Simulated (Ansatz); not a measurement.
# Bi3O4Cl (C2/c): converging the G0W0 gap

Aim: see how the G0W0 gap of Bi3O4Cl (C2/c) on LDA moves with empty bands and screening cutoff, and what each rung costs.

Method: G0W0 on LDA, plane waves, PAW, in Ansatz 0.2.0.

### Step 1. Set-up

The structure is monoclinic, space group C2/c (No. 15). The conventional cell has a = 19.281 Å, b = 5.648 Å, c = 5.695 Å, α = 90.00°, β = 105.65°, γ = 90.00°. Bi has 4 O at 2.19 to 2.37 Å nearest. Nearest to Bi lie 3 O at 2.10 to 2.13 Å and 1 Cl at 3.22 Å. Nearest to Cl lie 4 Bi at 3.22 to 3.31 Å. O has 2 Bi at 2.10 to 2.13 Å nearest. Nearest to O lie 3 Bi at 2.10 to 2.37 Å. Farther neighbours and most contacts between anions are not listed.

The cell and positions come from the Crystallography Open Database and are kept as given unless a step says otherwise. Spin-orbit coupling is left out unless a step names it. The default PAW set here is soft_2. Its files were made with PBE.

### Step 2. 165 empty bands, screening to 39 eV

G0W0 replaces the xc potential by the self-energy, built once from these orbitals. Only a window of levels is corrected, while the sums run over the empty bands that the input names.

The input, input.yaml:

```yaml
crystal:
  lattice:
    - [9.6406818171, -2.8238, 0.0]
    - [9.6406818171, 2.8238, 0.0]
    - [-1.5365156966, 0.0, 5.484222887]
  atoms:
    - { symbol: Bi, position: [0.2925, 0.7075, 0.75] }
    - { symbol: Bi, position: [0.7075, 0.2925, 0.25] }
    - { symbol: Bi, position: [0.93879, 0.35443, 0.9332] }
    - { symbol: Bi, position: [0.64557, 0.06121, 0.5668] }
    - { symbol: Bi, position: [0.06121, 0.64557, 0.0668] }
    - { symbol: Bi, position: [0.35443, 0.93879, 0.4332] }
    - { symbol: Cl, position: [0.0, 0.5, 0.5] }
    - { symbol: Cl, position: [0.5, 0.0, 0.0] }
    - { symbol: O, position: [0.055, 0.1312, 0.6074] }
    - { symbol: O, position: [0.8688, 0.945, 0.8926] }
    - { symbol: O, position: [0.945, 0.8688, 0.3926] }
    - { symbol: O, position: [0.1312, 0.055, 0.1074] }
    - { symbol: O, position: [0.4988, 0.6314, 0.4794] }
    - { symbol: O, position: [0.3686, 0.5012, 0.0206] }
    - { symbol: O, position: [0.5012, 0.3686, 0.5206] }
    - { symbol: O, position: [0.6314, 0.4988, 0.9794] }
kpoints:
  mp_grid: { grid: [4, 4, 4] }
hamiltonian:
  xc: lda
scf:
  occupations: { method: fixed }
gw:
  n_empty_bands: 165
  ecut_chi: 39
  qp_bands: [v4, c4]
  qp_kpoints: band_edges
  screening: { model: contour_deformation }
```

On the command line:

```
> ansatz run input.yaml --threads 3 --pin off --max-ram 92160MiB --backend cuda --events-out ev --progress --plain --runs-dir out --devices 1 --max-vram 13GiB
```

Numbers of over 12 decimals in the logs are rounded to 6 here.

Log:

```text
GPUs: using 1 of 1 available (devices: 1).
Engine: ansatz 0.2.0, x86_64-unknown-linux-gnu
Pseudopotentials: kind: paw
Pseudopotential: Bi, paw, valence charge 15, recommended cutoff 420 eV (normal), Bi.paw.azcp
Pseudopotential: Cl, paw, valence charge 7, recommended cutoff 420 eV (normal), Cl.paw.azcp
Pseudopotential: O, paw, valence charge 6, recommended cutoff 420 eV (normal), O.paw.azcp
Functional definition: SPW92
  exchange = slater_x
  correlation = pw_c
device memory: the entry about to start is reckoned to put 5.3 GiB on a device that reports 31.2 GiB free (of which the cap on the GPU budget leaves the run 13.0 GiB)
GPU FFT provider: cuFFT
GPU libraries: cuBLAS 13.8.2, cuFFT 12.4.0, cuSOLVER 12.3.4
Crystal: 16 atoms, lattice volume = 298.598 Å³
Basis set: ecut = 420 eV, 5857 PW (Γ)
Bands: 92, of which v1, the nominal top of the filled ones, is band 76 counted from 1 (75 counted from 0)
Symmetry: 4 space group operations
Space group: C2/c (ITA 15), of the structure as read, at distance tolerance 6.7e-5 Å
k-points: 24 of 64
Non-local potential: Bi, projectors of the file, l = 0: 2, l = 1: 2, l = 2: 2, l = 3: 2
Non-local potential: Cl, projectors of the file, l = 0: 2, l = 1: 2, l = 2: 2
Non-local potential: O, projectors of the file, l = 0: 2, l = 1: 2, l = 2: 1
PAW form: soft (Blöchl's): semilocal exchange-correlation on the pseudo side does not see the compensation charge
PAW frozen core: Bi, regenerated for the run's functional, and the local potential with it (the file was generated under x = pbe(κ = 0.804, μ = 0.219515), c = pbe(β = 0.066725))
PAW frozen core: Cl, regenerated for the run's functional, and the local potential with it (the file was generated under x = pbe(κ = 0.804, μ = 0.219515), c = pbe(β = 0.066725))
PAW frozen core: O, regenerated for the run's functional, and the local potential with it (the file was generated under x = pbe(κ = 0.804, μ = 0.219515), c = pbe(β = 0.066725))
PAW one-centre angular grid: Bi, 590 points (default); XC on 64 Gauss nodes
PAW one-centre angular grid: Cl, 110 points (default); XC on 64 Gauss nodes
PAW one-centre angular grid: O, 110 points (default); XC on 64 Gauss nodes
Initial density: superposition of atomic densities (neutral atoms: chi_scale 0, normalization atom), corrected by the library's trained network
Initial wavefunctions: pseudopotential atomic-orbital guess
GPU buffer pool allocated for 207360 grid points (all kernels)
GPU transforms: local potential and band sums: pruned to the plane-wave sphere, on 72×72×40
Functional: x = slater, c = lda
SCF iter   1: F=—  HF=-79045.018776 eV  |F-HF|=—  |Δ(HF+E_count)|=         —  Δρ=1.42e-2  dr2=6.17e-1  ethr=1.77e-3  ⟨swp⟩=5.0  Hψ=7217  notcnv=0  defer=322
preconditioner: auto → Resta (q_TF=auto, 2.438 Å⁻¹)  ε∞=3.4  [insulator: Δε(μ)=2.323 eV  Ē_g=17.216 eV  n_scr=62 (ndim 8)  ℏωp=26.5 eV  f_vac=0.034  ε∞_Penn≈3.4]
SCF iter   2: F=—  HF=-79044.903919 eV  |F-HF|=—  |Δ(HF+E_count)|=   1.15e-1  Δρ=6.70e-3  dr2=1.17e-1  ethr=4.06e-4  ⟨swp⟩=2.2  Hψ=3618  notcnv=0  defer=332
SCF iter   3: F=—  HF=-79044.881098 eV  |F-HF|=—  |Δ(HF+E_count)|=   2.28e-2  Δρ=2.01e-3  dr2=9.50e-3  ethr=7.72e-5  ⟨swp⟩=2.0  Hψ=2755  notcnv=0  defer=335
SCF iter   4: F=—  HF=-79044.878497 eV  |F-HF|=—  |Δ(HF+E_count)|=   2.60e-3  Δρ=5.91e-4  dr2=9.58e-4  ethr=6.25e-6  ⟨swp⟩=2.0  Hψ=2817  notcnv=0  defer=336
SCF iter   5: F=—  HF=-79044.878398 eV  |F-HF|=—  |Δ(HF+E_count)|=   9.90e-5  Δρ=3.85e-4  dr2=4.50e-4  ethr=6.31e-7  ⟨swp⟩=2.0  Hψ=3051  notcnv=0  defer=323
SCF iter   6: F=—  HF=-79044.878326 eV  |F-HF|=—  |Δ(HF+E_count)|=   7.20e-5  Δρ=7.57e-5  dr2=1.47e-5  ethr=2.96e-7  ⟨swp⟩=2.0  Hψ=2692  notcnv=0  defer=237
SCF iter   7: F=—  HF=-79044.878331 eV  |F-HF|=—  |Δ(HF+E_count)|=   4.59e-6  Δρ=1.81e-5  dr2=1.05e-6  ethr=9.70e-9  ⟨swp⟩=2.2  Hψ=3395  notcnv=0  defer=236
SCF iter   8: F=-79044.878331 eV  HF=-79044.878331 eV  |F-HF|=8.37e-9  |Δ(HF+E_count)|=   4.49e-7  Δρ=2.75e-6  dr2=2.79e-8  ethr=6.58e-11  ⟨swp⟩=9.0  Hψ=10221  notcnv=0
SCF 1 converged in 8 iterations: F = -79044.878331 eV  dr2 = 2.79e-8
  greatest PAW one-centre occupation: 0.992 electrons in one spin orbital (limit 2), on the Bi atom at site 1 (counted from 0), in its partial waves of l = 2
device memory: the entry about to start is reckoned to put 6.1 GiB (of the 6.4 GiB reckoned in all, the device holds 0.3 GiB already) on a device that reports 35.4 GiB free (of which the cap on the GPU budget leaves the run 12.8 GiB)
NSCF: frozen V_eff on 24 k-points
the band table was solved once the SCF had ended and its energy, with any forces and stress, was formed, with the checks that follow a solve (8570 applications of the Hamiltonian). They found nothing against the state; the energy, forces and stress were not computed again (output.eigenvalues in the input reference)
device memory: the entry about to start is reckoned to put 5.0 GiB on a device that reports 35.7 GiB free (of which the cap on the GPU budget leaves the run 13.0 GiB)
NSCF: frozen V_eff on 24 k-points
G₀W₀ screening: q 1/24
[... further progress lines ...]
device memory: the entry about to start is reckoned to put 1.4 GiB on a device that reports 29.3 GiB free (of which the cap on the GPU budget leaves the run 13.0 GiB)
NSCF: frozen V_eff on 1 k-points
device memory: the entry about to start is reckoned to put 1.4 GiB on a device that reports 29.3 GiB free (of which the cap on the GPU budget leaves the run 13.0 GiB)
NSCF: frozen V_eff on 1 k-points
device memory: the entry about to start is reckoned to put 1.4 GiB on a device that reports 29.4 GiB free (of which the cap on the GPU budget leaves the run 13.0 GiB)
NSCF: frozen V_eff on 1 k-points
SCF converged after 8 iterations
Free energy (F): -79044.878331 eV
Harris-Foulkes:  -79044.878331 eV  (|F-HF|=8.37e-9)
Internal energy: -79044.878331 eV  (E = F + TS)
E sigma→0 (E₀):  -79044.878331 eV
Fermi energy:    7.401679 eV
--- Per-component energies (eV) ---
  E_band       = -742.277889
  E_kinetic    = 3523.515186
  E_local      = -14006.760631  (includes V_loc(G=0)·N_el)
  E_nonlocal   = 3870.185820
  E_hartree    = 4879.672484
  E_xc         = -1693.879853
  E_vxc        = -1854.935059  (∫ρ·V_xc dr)
  E_paw        = -64548.442271  (= ΣΔE_a)
  E_vpaw       = -2033.653645  (= ΣTr[D̂ρ^β])
  E_aug_tail   = 0.016293  (compensation charges beyond the density's cutoff)
  E_ewald      = -11070.312406
  E_core_change = 1.127046  (= ΣΔE_core)
  E_smearing   = -0.000000  (= −TS)
  E_closure    = 0.000000  (closes the sum)
  Σ components = -79044.878331   (vs F -79044.878331, Δ=0.00e0)
--- Band table (eV; the first three rows and the last of 24) ---
  k-point 0: bands = [... 72 lower, 6.6346, 6.7635, 6.8433, 7.1283, 10.1107, 10.3092, 10.5710, 10.9148, ... 12 higher]
  k-point 1: bands = [... 72 lower, 6.7149, 6.7300, 6.9576, 7.1785, 10.3969, 10.6155, 10.8331, 11.0695, ... 12 higher]
  k-point 2: bands = [... 72 lower, 6.7291, 6.7291, 7.0779, 7.0779, 10.4593, 10.4593, 11.2228, 11.2228, ... 12 higher]
  k-point 23: bands = [... 72 lower, 6.7785, 6.7785, 7.0301, 7.0301, 10.8550, 10.8550, 11.2589, 11.2589, ... 12 higher]
--- G₀W₀: contour deformation, 5 samples at zero and on the imaginary axis and 2 off it, 64 q-points, 165 empty bands' worth ---
  eigenvalues of the whole cell's RPA ε∞ on this k-mesh (on a slab, of 1 + 4πα/V) = 5.3905, 5.4258, 5.6174; static W/v taken at q = 0 is 0.181585
  bands read: the sum over 241 bands ends inside a degenerate multiplet in 3 slots, whose members it reads at an even weight; the widest, k=2: bands 241 to 242 (counted from 1) at 1/2 each
  gw.qp_kpoints: band_edges: 24 of 24 stored k-points solved, in 1 pass; an edge of the gap read off the rows below is read off those points alone
    ik  band        ε_KS         Σx   Σc(E_QP)       V_xc       Z   E_QP_lin       E_QP  E_QP is
     0    73      6.6346   -25.2168     4.9144   -20.2782  0.7340     6.6104     6.6104  root
     0    74      6.7635   -23.2182     3.8967   -19.4047  0.7527     6.8466     6.8468  root
     0    75      6.8433   -23.2576     3.5535   -19.8560  0.7597     6.9948     6.9951  root
     0    76      7.1283   -23.7784     3.7469   -20.2165  0.7590     7.3127     7.3132  root
     0    77     10.1107    -9.9574    -3.0714   -14.2304  0.8148    11.3285    11.3123  root
     0    78     10.3092    -9.8519    -3.0891   -14.1227  0.8132    11.5071    11.4909  root
     0    79     10.5710   -11.3398    -2.9869   -15.6623  0.8092    11.9274    11.9066  root
     0    80     10.9148   -10.5910    -3.1507   -15.0121  0.8137    12.2053    12.1851  root
     1    73      6.7149   -23.2615     3.7028   -19.6830  0.7564     6.8389     6.8393  root
     1    74      6.7300   -24.3937     4.3891   -20.0418  0.7450     6.7672     6.7672  root
     1    75      6.9576   -23.6313     3.7461   -20.0673  0.7581     7.1392     7.1397  root
     1    76      7.1785   -23.4170     3.4615   -20.1729  0.7635     7.3953     7.3959  root
     1    77     10.3969   -10.1856    -3.0926   -14.5125  0.8125    11.6491    11.6312  root
     1    78     10.6155   -10.4713    -3.0993   -14.8189  0.8104    11.8828    11.8638  root
     1    79     10.8331   -10.8037    -3.0981   -15.1968  0.8083    12.1489    12.1280  root
     1    80     11.0695   -10.2714    -3.2026   -14.7711  0.7996    12.3908    12.3665  root
     2    73      6.7291   -23.8963     4.1263   -19.8255  0.7490     6.7845     6.7846  root
     2    74      6.7291   -23.8963     4.1263   -19.8255  0.7490     6.7845     6.7846  root
     2    75      7.0779   -23.7912     3.6698   -20.3380  0.7599     7.2938     7.2945  root
     2    76      7.0779   -23.7912     3.6698   -20.3380  0.7599     7.2938     7.2945  root
     2    77     10.4593   -10.1941    -3.0332   -14.4360  0.8099    11.6853    11.6680  root
     2    78     10.4593   -10.1941    -3.0332   -14.4360  0.8099    11.6853    11.6680  root
     2    79     11.2228   -10.4438    -3.2380   -15.0178  0.8011    12.5847    12.5588  root
     2    80     11.2228   -10.4438    -3.2380   -15.0178  0.8011    12.5847    12.5588  root
[...]
23    73      6.7785   -23.1882     3.8731   -19.3315  0.7536     6.7950     6.7950  root
    23    74      6.7785   -23.1882     3.8731   -19.3315  0.7536     6.7950     6.7950  root
    23    75      7.0301   -23.8260     3.7175   -20.3223  0.7584     7.2432     7.2438  root
    23    76      7.0301   -23.8260     3.7175   -20.3223  0.7584     7.2432     7.2438  root
    23    77     10.8550    -9.9244    -3.1533   -14.3001  0.8051    12.0971    12.0774  root
    23    78     10.8550    -9.9244    -3.1533   -14.3001  0.8051    12.0971    12.0774  root
    23    79     11.2589   -10.7097    -3.2676   -15.3396  0.7998    12.6492    12.6212  root
    23    80     11.2589   -10.7097    -3.2676   -15.3396  0.7998    12.6492    12.6212  root
```

Elapsed: 1.9 min, on 1 × NVIDIA H100 80GB HBM3 (shared by 6 runs) with 3 threads of AMD EPYC 7R13 (Zen 3), shared host; peak memory 1.9 GiB.

Numbers from this step:

```yaml
bands_summed: 241
rpa_eps_infinity_on_this_mesh_eigenvalues: 5.390, 5.426, 5.617
plane_waves_in_the_screening_matrix: 161
q_points_in_the_mesh: 64
g0w0_gap_on_the_mesh: 3.380 eV
k_of_the_valence_top: 0, -0.5, 0
k_of_the_conduction_bottom: -0.5, -0.5, 0
starting_gap_on_the_mesh: 2.476 eV
z_at_the_valence_top: 0.7608
z_at_the_conduction_bottom: 0.8202
least_direct_g0w0_gap_on_the_computed_points: 3.407 eV
```

The gap on the mesh goes from 2.48 eV to 3.38 eV, a correction of +0.90 eV. Between the two edge states, bare exchange in place of the xc potential would open the gap by 7.58 eV, and correlation takes back 6.67 eV.

### Step 3. 467 empty bands, screening to 78 eV

Bands and screening cutoff are moved together, since each hides the error of the other.

input.yaml: that of step 2 with these lines changed.

```diff
@@ -29,4 +29,4 @@
 gw:
-  n_empty_bands: 165
-  ecut_chi: 39
+  n_empty_bands: 467
+  ecut_chi: 78
   qp_bands: [v4, c4]
```

Log:

```text
GPUs: using 1 of 1 available (devices: 1).
[...]
GPU FFT provider: cuFFT
GPU libraries: cuBLAS 13.8.2, cuFFT 12.4.0, cuSOLVER 12.3.4
Crystal: 16 atoms, lattice volume = 298.598 Å³
Basis set: ecut = 420 eV, 5857 PW (Γ)
Bands: 92, of which v1, the nominal top of the filled ones, is band 76 counted from 1 (75 counted from 0)
Symmetry: 4 space group operations
[...]
k-points: 24 of 64
[...]
GPU buffer pool allocated for 207360 grid points (all kernels)
[...]
SCF iter   1: F=—  HF=-79045.018776 eV  |F-HF|=—  |Δ(HF+E_count)|=         —  Δρ=1.42e-2  dr2=6.17e-1  ethr=1.77e-3  ⟨swp⟩=5.0  Hψ=7217  notcnv=0  defer=322
[...]
SCF iter   8: F=-79044.878331 eV  HF=-79044.878331 eV  |F-HF|=8.37e-9  |Δ(HF+E_count)|=   4.49e-7  Δρ=2.75e-6  dr2=2.79e-8  ethr=6.58e-11  ⟨swp⟩=9.0  Hψ=10221  notcnv=0
SCF 1 converged in 8 iterations: F = -79044.878331 eV  dr2 = 2.79e-8
[...]
NSCF: frozen V_eff on 24 k-points
[...]
G₀W₀ screening: q 1/24
[... further progress lines ...]
[...]
SCF converged after 8 iterations
Free energy (F): -79044.878331 eV
[...]
Internal energy: -79044.878331 eV  (E = F + TS)
E sigma→0 (E₀):  -79044.878331 eV
Fermi energy:    7.401679 eV
[...]
--- Band table (eV; the first three rows and the last of 24) ---
  k-point 0: bands = [... 72 lower, 6.6346, 6.7635, 6.8433, 7.1283, 10.1107, 10.3092, 10.5710, 10.9148, ... 12 higher]
  k-point 1: bands = [... 72 lower, 6.7149, 6.7300, 6.9576, 7.1785, 10.3969, 10.6155, 10.8331, 11.0695, ... 12 higher]
  k-point 2: bands = [... 72 lower, 6.7291, 6.7291, 7.0779, 7.0779, 10.4593, 10.4593, 11.2228, 11.2228, ... 12 higher]
  k-point 23: bands = [... 72 lower, 6.7785, 6.7785, 7.0301, 7.0301, 10.8550, 10.8550, 11.2589, 11.2589, ... 12 higher]
[...]
0    73      6.6346   -25.2168     4.8018   -20.2782  0.7258     6.4975     6.4978  root
     0    74      6.7635   -23.2182     3.7205   -19.4047  0.7453     6.6704     6.6706  root
     0    75      6.8433   -23.2576     3.3115   -19.8560  0.7513     6.7530     6.7532  root
     0    76      7.1283   -23.7784     3.5231   -20.2165  0.7507     7.0894     7.0894  root
     0    77     10.1107    -9.9574    -3.3480   -14.2304  0.8104    11.0447    11.0357  root
     0    78     10.3092    -9.8519    -3.3561   -14.1227  0.8088    11.2330    11.2239  root
     0    79     10.5710   -11.3398    -3.2684   -15.6623  0.8036    11.6371    11.6251  root
     0    80     10.9148   -10.5910    -3.4572   -15.0121  0.8089    11.8894    11.8787  root
[...]
23    77     10.8550    -9.9244    -3.4228   -14.3001  0.8002    11.8191    11.8079  root
    23    78     10.8550    -9.9244    -3.4228   -14.3001  0.8002    11.8191    11.8079  root
    23    79     11.2589   -10.7097    -3.5746   -15.3396  0.7944    12.3297    12.3141  root
    23    80     11.2589   -10.7097    -3.5746   -15.3396  0.7944    12.3297    12.3141  root
```

The job ended after 3.4 min (1 × NVIDIA H100 80GB HBM3 (shared by 6 runs) with 3 threads; peak memory 3.6 GiB; 5.8 min of CPU time).

This step gave:

```
bands summed                                 : 543
RPA ε∞ on this mesh (eigenvalues)            : 5.364, 5.398, 5.588
plane waves in the screening matrix          : 461
q-points in the mesh                         : 64
G0W0 gap on the mesh                         : 3.339 eV
k of the valence top                         : 0, -0.5, 0
k of the conduction bottom                   : -0.5, -0.5, 0
starting gap on the mesh                     : 2.476 eV
Z at the valence top                         : 0.7519
Z at the conduction bottom                   : 0.8157
least direct G0W0 gap on the computed points : 3.401 eV
```

Against the run with 4×4×4 mesh, 165 empty bands, screening to 39 eV, the gap moves by −0.04 eV.

(Continued in part 2 of 2.)

[Paths, hosts, dates, memory and timing lines, banners, echoed tables and standing remarks are left out of the program output.]

[Logs are printed without paths, hosts, clocks, repeated set-up lines and the standing remarks that a program may print on its own settings, such as how far it seeks lower states.]

[Runs of the session that timed out or met a known fault of the program may be left out.]

[Cells called generated may have been cut or substituted from an entry of the Crystallography Open Database or the Materials Project.]

[Hosts, paths, dates, database ids (printed as entryN), source tags and the programs' standing remarks are cut or masked in the printed files.]
